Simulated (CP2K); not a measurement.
Consider benzonitrile at its PBE geometry (Å).

```xyz
13

N     3.6031    0.6442    0.0427
C     2.4549    0.4365    0.0274
C     1.0473    0.1855    0.0107
C     0.1424    1.2594    0.1027
C    -1.2287    1.0084    0.0871
C    -1.7039   -0.3031   -0.0188
C    -0.8043   -1.3703   -0.1098
C     0.5695   -1.1342   -0.0956
H     0.5235    2.2759    0.1858
H    -1.9291    1.8399    0.1582
H    -2.7771   -0.4922   -0.0313
H    -1.1752   -2.3913   -0.1931
H     1.2775   -1.9584   -0.1659
```

Method: CP2K XAS_TDP, all-electron GAPW, PBEh(45%), aug-cc-pVDZ, TDA, GW2X-corrected core level, no relativity.

**Question.** Where do the N K-edge lines lie, and how strong are they?

Leading lines: N1 400.46 eV. The leading line of an atom is its first one with 35 % of the strongest within 2.5 eV of its lowest line over the strength cut. Core ionisation energies at this level: N1 406.02 eV.

The first six lines of each atom with a strength over 0.0015:

| atom | energy (eV) | states | strength, one atom | above the computed threshold |
| --- | --- | --- | --- | --- |
| N1 (bonded to C) | 400.46 | 1 | 0.0457 |  |
|  | 400.97 | 1 | 0.0554 |  |
|  | 405.11 | 1 | 0.0085 |  |
|  | 406.59 | 1 | 0.0062 | yes |
|  | 406.90 | 1 | 0.0023 | yes |
|  | 407.05 | 2 | 0.0036 | yes |

Lines are vertical, at one geometry, with no vibrational structure. GW2X ionisation energies and lines can be off by 1 to 2 eV either way, and a good line position may hide errors that cancel. These values hold no scalar relativity, about 0.2 eV for N 1s. Rydberg lines, and the discretised continuum above threshold, depend on the basis and the box.

[Banner, clock and machine lines of the logs are left out without a mark of their own.]

[Logs are printed without paths, hosts, clocks, repeated set-up lines and the standing remarks that a program may print on its own settings, such as how far it seeks lower states.]

[Hosts, paths, dates, database ids (printed as entryN), source tags and the programs' standing remarks are cut or masked in the printed files.]
